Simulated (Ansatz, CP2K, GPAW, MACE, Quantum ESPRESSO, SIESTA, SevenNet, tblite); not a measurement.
**Σ7 (111) twist boundary in CsBr (84 atoms) in other programs, against a plane-wave reference**

Wanted: errors and costs of other methods on Σ7 (111) twist boundary in CsBr (84 atoms). A plane-wave run serves as the reference.

Method: Kohn-Sham DFT, PBE, SSSP efficiency 1.3.0 pseudopotentials, plane waves, in Quantum ESPRESSO 7.5.

## 1. The starting structure

The cell holds 84 atoms: 42 Cs and 42 Br. Cell: a = 16.052 Å, b = 16.052 Å, c = 16.126 Å, α = 90.0°, β = 90.0°, γ = 60.0°. It derives from CsBr (CsCl-type). CsCl-type CsBr (a = 4.29 Å); two grains turned against each other by 81.79 deg about [111]; 1 x 1 coincidence cells, 1 lattice periods a grain, two boundaries a cell, upper grain shifted by [0.246, 0] of the boundary cell and opened by 1.98 Å, no atom removed; minimised with a classical potential (one cell length free). Then every atom was moved at random, 0.03 Å r.m.s. a Cartesian component. Regions: lower grain, 42 atoms (21 Cs and 21 Br); upper grain, 42 atoms (21 Cs and 21 Br). The structure's axis is c.

## 2. Reference: Quantum ESPRESSO, plane waves

Contents of pw.in:

```
&control
  calculation = 'scf'
  pseudo_dir = './pseudo'
  outdir = './tmp'
  disk_io = 'none'
  tprnfor = .true.
  tstress = .true.
/
&system
  ibrav = 0
  nat = 84
  ntyp = 2
  ecutwfc = 45
  ecutrho = 360
  nosym = .true.
  occupations = 'smearing'
  smearing = 'fd'
  degauss = 0.003675
/
&electrons
  conv_thr = 4.2e-07
  electron_maxstep = 100
  mixing_beta = 0.2
  mixing_mode = 'local-TF'
  diagonalization = 'david'
/
ATOMIC_SPECIES
Cs 132.905 Cs.upf
Br 79.904 Br.upf
CELL_PARAMETERS angstrom
16.05171 0.00000 0.00000
8.02586 13.90119 0.00000
0.00000 0.00000 16.12598
ATOMIC_POSITIONS crystal
Cs 0.49514 0.69000 0.07704
Br 0.49255 0.69505 0.29497
Cs 0.30843 0.93926 0.22395
Br 0.39150 0.85696 0.47445
Cs 0.07286 0.00695 0.06613
Br 0.06947 0.00110 0.28932
Cs 0.90425 0.42710 0.03764
Br 0.92183 0.43109 0.28253
Cs 0.87650 0.23831 0.21027
Br 0.86354 0.23845 0.43405
Cs 0.77247 0.86738 0.06893
Br 0.77487 0.86559 0.28032
[... 68 atom lines left out ...]
Cs 0.24206 0.75568 0.86905
Br 0.22344 0.76851 0.63659
Cs 0.80644 0.89199 0.83855
Br 0.81879 0.88443 0.61895
K_POINTS gamma
```

On the command line:

```
> OMP_NUM_THREADS=1 mpirun -np 4 pw.x -in pw.in > output.txt
```

Output:

```text
Program PWSCF
     gamma-point specific algorithms are used
     one sub-group per band group will be used
     scalapack distributed-memory algorithm (size of sub-group:  2*  2 procs)
     Parallelization info
     sticks:   dense  smooth     PW     G-vecs:    dense   smooth      PW
     Min        5712    2852    713               700280   247588   30941
     Max        5713    2854    716               700284   247595   30948
     Sum       22849   11413   2857              2801129   990371  123773
     bravais-lattice index     =            0
     lattice parameter (alat)  =      30.3333  a.u.
     unit-cell volume          =   24282.6456 (a.u.)^3
     number of atoms/cell      =           84
     number of atomic types    =            2
     number of electrons       =       672.00
[... lines left out ...]
     scf convergence threshold =      4.2E-07
[... lines left out ...]
     number of k points=     1  Fermi-Dirac smearing, width (Ry)=  0.0037
[... lines left out ...]
     total energy              =   -4627.34523224 Ry
[... lines left out ...]
     total energy              =   -4626.24626092 Ry
[... lines left out ...]
     total energy              =   -4626.60365741 Ry
[... lines left out ...]
     total energy              =   -4626.59292529 Ry
[... lines left out ...]
     total energy              =   -4626.59292558 Ry
[... lines left out ...]
          k = 0.0000 0.0000 0.0000 ( 61887 PWs)   bands (ev):
   -17.9437 -17.9383 -17.9139 -17.8982 -17.8078 -17.7847 -17.7598 -17.7215
   -17.6917 -17.6508 -17.6324 -17.6234 -17.5918 -17.5784 -17.5185 -17.5092
   -17.5030 -17.5010 -17.4281 -17.4168 -17.3974 -17.3942 -17.3854 -17.3823
[...]
8.4846   8.4964   8.5235   8.5299   8.5339   8.5446   8.5655   8.5947
     8.6087   8.6425   8.6489   8.6731   8.6878   8.7167   8.7330   8.7747
     8.7778   8.7916   8.8189
     the Fermi energy is     4.1134 ev
!    total energy              =   -4626.59292615 Ry
     estimated scf accuracy    <       0.00000013 Ry
     smearing contrib. (-TS)   =      -0.00000000 Ry
     internal energy E=F+TS    =   -4626.59292615 Ry
     The total energy is F=E-TS. E is the sum of the following terms:
     one-electron contribution =    -403.12317681 Ry
     hartree contribution      =     461.50461255 Ry
     xc contribution           =   -2372.14424418 Ry
     ewald contribution        =   -2312.83011772 Ry
     convergence has been achieved in  20 iterations
     Forces acting on atoms (cartesian axes, Ry/au):
     atom    1 type  1   force =    -0.00149442   -0.00114694   -0.00592975
     atom    2 type  2   force =    -0.00060050   -0.00382798   -0.00052747
     atom    3 type  1   force =    -0.00032091   -0.00036543    0.00331808
[...]
atom   83 type  1   force =    -0.00396535    0.00129834    0.00797801
     atom   84 type  2   force =     0.00197862    0.00524612    0.00553993
     Total force =     0.067547     Total SCF correction =     0.000861
     Computing stress (Cartesian axis) and pressure
          total   stress  (Ry/bohr**3)                   (kbar)     P=        8.63
   0.00003894  -0.00000088  -0.00000135            5.73       -0.13       -0.20
  -0.00000088   0.00003743   0.00000326           -0.13        5.51        0.48
  -0.00000135   0.00000326   0.00009962           -0.20        0.48       14.66
     Message from routine punch:
     Nothing written, as per user request (disk_io='none')
```

Run time: 13 min. Hardware: 4 MPI ranks of Arm Neoverse V2, shared host; peak memory 9.1 GiB.

Banners, paths, timers and routine set-up lines are dropped from the logs unmarked, and long logs keep their key lines alone; longer cuts are marked.

Numbers from this run:

| Quantity | Value |
| --- | --- |
| r.m.s. force component | 0.1094 eV/Å |
| longest force | 0.4922 eV/Å |
| pressure | 0.8633 GPa |
| gap (highest filled to lowest empty level) | 3.582 eV |

## 3. The ladder

The programs:
- CP2K 2026.2: Gaussian basis with GTH pseudopotentials and a plane-wave density; labels give functional, basis (MOLOPT sets; SR short-range, UZH the newer set with its own potentials), grid cutoff/relative cutoff and solver (OT: orbital transformation; TRS4, TC2, SIGN: linear-scaling purification with its sparsity filter), or its built-in tight binding.
- GPAW 26.7.0: PAW with atomic orbitals (LCAO), plane waves or a real-space grid of spacing h.
- MACE: machine-learned potential, published weights.
- Quantum ESPRESSO 7.5: plane waves; labels (QE) give functional, pseudopotential set and cutoffs of waves/density.
- SIESTA 5.4.2: numerical atomic orbitals, whose automatically made sets are far from complete, with PseudoDojo norm-conserving potentials that we converted to its format (checked against plane waves on the same files for H, C, O, Si, Ge and Ca alone); labels give functional, basis size, energy shift and mesh cutoff.
- SevenNet: machine-learned potential, published weights.
- tblite 0.8.0: extended tight binding, driven from Python.

All use the same cell and atoms; the electronic-structure runs use the same k-mesh, and an electronic temperature of 580 K (0.05 eV) where levels are smeared.

Differences are against the plane-wave reference, forces as r.m.s. over components; share is that over the reference's r.m.s. force, slope the least-squares factor from reference forces to these. Total energies of different programs have different zeros and aren't compared.

```csv
run,"Δ force, r.m.s. (meV/Å)",share (%),slope,Δ pressure (GPa),Δ gap (eV),cores,CPU time,memory (GiB)
reference,-,-,-,-,-,4,50 min,9.1
"CP2K PBE, DZVP-MOLOPT-SR, 244/50 Ry, diagonalisation (coarse)",19.2,17.6,1.121,0.197,0.0324,2,9 min,3.3
"CP2K PBE, DZVP-MOLOPT-SR, 350/50 Ry, diagonalisation",19.3,17.6,1.121,0.197,0.0324,4,12 min,8.5
"CP2K PBE, TZVP-UZH, 350/50 Ry, diagonalisation",21.9,20.0,1.068,0.418,-0.0615,4,9.7 min,8.6
"CP2K revPBE, PBE potentials, DZVP-MOLOPT-SR, 350/50 Ry, diagonalisation",29.4,26.8,1.142,1.19,0.262,4,12 min,8.5
"GPAW PBE, plane waves 350 eV",4.01,3.66,1.005,0.0876,0.0015,4,7.3 min,2.7
MACE MP-0b3 medium potential,20.8,19.0,0.946,-4.0e-4,-,1,6.5 s,0.73
"QE PBE, sssp-1.3.0-efficiency, 20/160 Ry (coarse)",0.642,0.587,1.001,-0.902,0.0063,4,14 min,2.9
"SIESTA PBE, DZ, shift 0.01 Ry, mesh 300 Ry (coarse)",74.0,67.6,1.498,-0.893,-0.778,1,92 s,1.1
"SIESTA PBE, DZP, shift 0.005 Ry, mesh 300 Ry",39.0,35.6,1.225,0.455,-0.422,2,5 min,2.4
"SIESTA PBE, DZP, shift 0.01 Ry, mesh 300 Ry",56.7,51.9,1.140,0.479,-0.535,2,3.7 min,2.1
"SIESTA PBE, SZP, shift 0.01 Ry, mesh 300 Ry (coarse)",69.7,63.7,1.142,1.00,-0.572,1,3.2 min,1.6
SevenNet 0 potential,38.8,35.5,0.812,0.255,-,1,6.2 s,0.65
SevenNet l3i5 potential,25.0,22.9,0.949,0.203,-,1,6.9 s,0.84
tblite IPEA1-xTB,155,141,0.397,0.138,-,1,4.6 s,0.2
```

Rows marked coarse were listed beforehand as settings not expected to be converged; some can still land near the reference.

Times of the machine-learned potentials are mostly Python's start and the loading of weights.

CPU time is summed over cores on a shared host, where runs went side by side, so it is rough. Symmetry, cutoffs, thresholds, outputs and thread counts weren't matched or tuned between programs; memory under MPI is the largest rank's times the ranks.

Runs without a result: CP2K GFN1-xTB, diagonalisation (not converged, the SCF not settling); tblite GFN2-xTB (not converged); GPAW PBE, LCAO dzp, h 0.2 Å (cut off at its time limit of 13 min); CP2K PBE, SZV-MOLOPT-SR, 350/50 Ry, diagonalisation (cut off at its time limit of 5.8 min); GPAW PBE, LCAO szp(dzp), h 0.2 Å (cut off at its time limit of 7.2 min); GPAW RPBE, LCAO dzp, h 0.2 Å (cut off at its time limit of 13 min).

Mean charges by element (e), by run and scheme:

```csv
run,scheme,Cs,Br
"CP2K PBE, DZVP-MOLOPT-SR, 244/50 Ry, diagonalisation",Mulliken,+0.70,-0.70
"CP2K PBE, DZVP-MOLOPT-SR, 350/50 Ry, diagonalisation",Mulliken,+0.70,-0.70
"CP2K PBE, TZVP-UZH, 350/50 Ry, diagonalisation",Mulliken,+0.68,-0.68
"CP2K revPBE, PBE potentials, DZVP-MOLOPT-SR, 350/50 Ry, diagonalisation",Mulliken,+0.74,-0.74
"SIESTA PBE, DZP, shift 0.005 Ry, mesh 300 Ry",Hirshfeld,+0.31,-0.31
"SIESTA PBE, DZP, shift 0.01 Ry, mesh 300 Ry",Hirshfeld,+0.30,-0.30
tblite IPEA1-xTB,Mulliken,+0.33,-0.33
```

Within one program, basis, potentials and functional, energies share a zero. Each run against its twin at the usual cutoff or grid and solver:

```csv
run,twin,Δ energy (meV/atom),"Δ force, r.m.s. (meV/Å)",CPU time over the twin's
"CP2K PBE, DZVP-MOLOPT-SR, 244/50 Ry, diagonalisation","DZVP-MOLOPT-SR, 350/50 Ry, diagonalisation",-3.0e-4,0.558,0.74 (this twin ran on 4 cores)
"QE PBE, sssp-1.3.0-efficiency, 20/160 Ry","sssp-1.3.0-efficiency, 45/360 Ry",56.4,0.642,0.29
```

## 4. Summary of results

| Quantity | Value |
| --- | --- |
| reference r.m.s. force component | 0.109 eV/Å |
| nearest in forces | QE PBE, sssp-1.3.0-efficiency, 20/160 Ry (coarse), 0.59 % |
| farthest in forces | tblite IPEA1-xTB, 141 % |
| cheapest electronic-structure run beside the reference | tblite IPEA1-xTB, 4.6 s of CPU time |

**Reading.** PBE on plane waves or a grid with other potentials, cutoffs or grids, coarse settings apart, differs from the reference by 3.7 % (GPAW PBE, plane waves 350 eV) of the r.m.s. force; this holds the reference's own error, so differences of a few per cent don't tell which side is nearer the exact PBE result. The PBE runs in local orbitals, coarse settings apart, differ by 18 % (CP2K PBE, DZVP-MOLOPT-SR, 350/50 Ry, diagonalisation) to 52 % (SIESTA PBE, DZP, shift 0.01 Ry, mesh 300 Ry); basis, grid and potentials can all enter. Tight binding differs by 141 % (tblite IPEA1-xTB); it is another model, with fitted parameters of its own, and the xTB methods hold dispersion. Machine-learned potentials differ by 19 % (MACE MP-0b3 medium potential) to 35 % (SevenNet 0 potential); they were trained on other programs' data. Among those trained on PBE data the slope goes as low as 0.81. Rows with another functional or a dispersion term differ by 27 % (CP2K revPBE, PBE potentials, DZVP-MOLOPT-SR, 350/50 Ry, diagonalisation), which mixes the change of model with differences of basis and potentials, some of them made for another functional. IPEA1-xTB was fitted to ionisation energies and electron affinities, not to forces or charges. Runs with settings chosen to be coarse differ by 0.59 % (QE PBE, sssp-1.3.0-efficiency, 20/160 Ry) to 68 % (SIESTA PBE, DZ, shift 0.01 Ry, mesh 300 Ry), their programs' other errors included. Of the electronic-structure runs that take under half the reference's CPU time, QE PBE, sssp-1.3.0-efficiency, 20/160 Ry comes nearest, at 0.59 % in 14 min against 50 min. SIESTA PBE, DZP, shift 0.005 Ry, mesh 300 Ry stiffens the forces by a factor of 1.23 while following their directions (correlation 0.975). At the same functional, gaps differ from the reference's 3.58 eV by between -0.78 and +0.03 eV. These are spacings on the run's k-points, which needn't hold the band edges. Charges hang on model, scheme and program or settings: among these rows the mean for Cs runs from +0.30 to +0.74 e. In the reference: filled and empty levels are parted by 3.58 eV on the run's k-points; the mesh holds the band edges only if they fold onto it, so the gap at this level can be narrower or closed. Periodic xTB results under one method name differ between programs and library versions. The reference's pressure holds the uncorrected Pulay stress of its 45 Ry basis, so small pressure differences, and their order, may be the reference's own error. Machine-learned potentials mimic data converged in k, so the reference's own k-point error enters their differences. The host structure and its lattice constant were typed by rule, without a check against the phase diagram. The electronic-structure runs sample only Γ, in a cell whose shortest periodic width is 14 Å. Spin–orbit coupling is left out, which matters for the levels of the heavy elements.

[Also dropped from logs without a mark: logging warnings of Python, and SIESTA's first energy breakdown and zero terms.]

[Logs are printed without paths, hosts, clocks, repeated set-up lines and the standing remarks that a program may print on its own settings, such as how far it seeks lower states.]

[Hosts, paths, dates, database ids (printed as entryN), source tags and the programs' standing remarks are cut or masked in the printed files.]
